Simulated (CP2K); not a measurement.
Two runs for the N K edge of aminoacetylene. Run A: CP2K XAS_TDP, all-electron GAPW, PBEh(45%), aug-cc-pVTZ, TDA, no relativity. Run B differs in one setting.

First lines with a strength over 0.0015. A:

```tsv
atom	energy (eV)	states	strength, one atom
N3 (bonded to C and 2 H)	398.05	1	0.0059
	398.81	1	0.0203
	399.96	1	0.0155
	400.10	1	0.0067
	400.33	1	0.0042
```

B:

```tsv
atom	energy (eV)	states	strength, one atom
N3 (bonded to C and 2 H)	402.19	1	0.0059
	402.94	1	0.0201
	404.09	1	0.0153
	404.23	1	0.0066
	404.47	1	0.0041
```

Question: Which was it: scalar relativity switched on, the functional, the basis, GW2X switched on?

GW2X switched on. GW2X shifts an atom's lines together and keeps their spacings. Against PBEh(45%) in aug-cc-pVTZ, the leading line moves by +4.13 eV, to 402.94 eV.

[Banner, clock and machine lines of the logs are left out without a mark of their own.]

[Logs are printed without paths, hosts, clocks, repeated set-up lines and the standing remarks that a program may print on its own settings, such as how far it seeks lower states.]

[Hosts, paths, dates, database ids (printed as entryN), source tags and the programs' standing remarks are cut or masked in the printed files.]
